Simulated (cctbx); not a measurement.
## Interatomic vectors of Mn3BiS8

Space group R-3m (no. 166), a = 7.4850 Å, b = 7.4850 Å, c = 18.4680 Å, α = 90.00°, β = 90.00°, γ = 120.00°, content Bi3 Mn9 S24.

The data are simulated with cctbx, not measured: Mo Kα, λ = 0.71073 Å, to d = 0.65 Å, 70 % of the full sphere, strongest reflection 20000 counts, noise from counting, a 3 % proportional error and a noise floor of 4 counts (s.d.); no absorption.

Patterson synthesis, origin scaled to 1000:

```text
Patterson group R -3 m :H
      u       v       w   height  length (A)
  0.000   0.000   0.000   1000.0     0.00
  0.000   0.500   0.000    518.4     3.74
  0.001   0.501   0.267    334.2     6.19
  0.000   0.000   0.265    333.2     4.90
  0.001   0.500   0.466     47.5     9.39
  0.000   0.000   0.466     45.6     8.61
  0.000   0.000   0.048     21.2     0.88
  0.012   0.101   0.032     20.6     0.93
  0.060   0.120   0.974     19.3     0.92
  0.068   0.136   0.017     16.4     0.94
 -0.003   0.410   0.027     12.2     3.12
  0.068   0.231   0.036     12.1     1.67
  0.007   0.405   0.703      9.9     6.26
  0.067   0.231   0.631      9.2     6.98
```

Q: Assign the vectors.

A peak at u stands for all pairs with xi − xj = u, with weight Σ ZiZj against Σ Z² = 32436 at the origin. Peak heights follow these weights only roughly, since form factors, motion and series ripples differ, all vectors within 0.55 Å of a peak are counted as merged into it though the farther ones add only part of their weight, and F(000) is left out, which lowers the whole map:

| u | v | w | shortest length (Å) | height | 1000 ΣZiZj/ΣZ² | pairs in the cell |
| --- | --- | --- | --- | --- | --- | --- |
| 0.000 | 0.500 | 0.000 | 3.74 | 518 | 689 | 6 × Bi–Mn, 24 × S–S, 6 × Mn–Mn |
| 0.001 | 0.501 | 0.267 | 2.49 | 334 | 468 | 6 × Bi–S, 18 × Mn–S |
| 0.000 | 0.000 | 0.265 | 4.50 | 333 | 468 | 6 × Bi–S, 18 × Mn–S |
| 0.001 | 0.500 | 0.466 | 3.27 | 48 | 95 | 12 × S–S |
| 0.000 | 0.000 | 0.466 | 4.97 | 46 | 95 | 12 × S–S |

The table stops at ten peaks or at a height of 45, below which ripples compete. In the model behind the data Bi, the heaviest element, has 1 independent site: (0, 0, 0), up to an allowed shift of origin. No listed peak is a Bi–Bi vector, so the position follows from the cell content and the cross vectors. The whole model:

| atom | mult. | x | y | z | Ueq (Å²) |
| --- | --- | --- | --- | --- | --- |
| Bi1 | 3 | 0 | 0 | 0 | 0.0095 |
| Mn1 | 9 | 1/2 | 1/2 | 0 | 0.0158 |
| S1 | 18 | 0.4985 | 0.5015 | 0.2675 | 0.0170 |
| S2 | 6 | 0 | 0 | 0.2638 | 0.0170 |

The model was made for the exercise: a known structure type with other elements put in, its volume estimated, not relaxed; displacement parameters are assumed.

[Logs are printed without paths, hosts, clocks, repeated set-up lines and the standing remarks that a program may print on its own settings, such as how far it seeks lower states.]
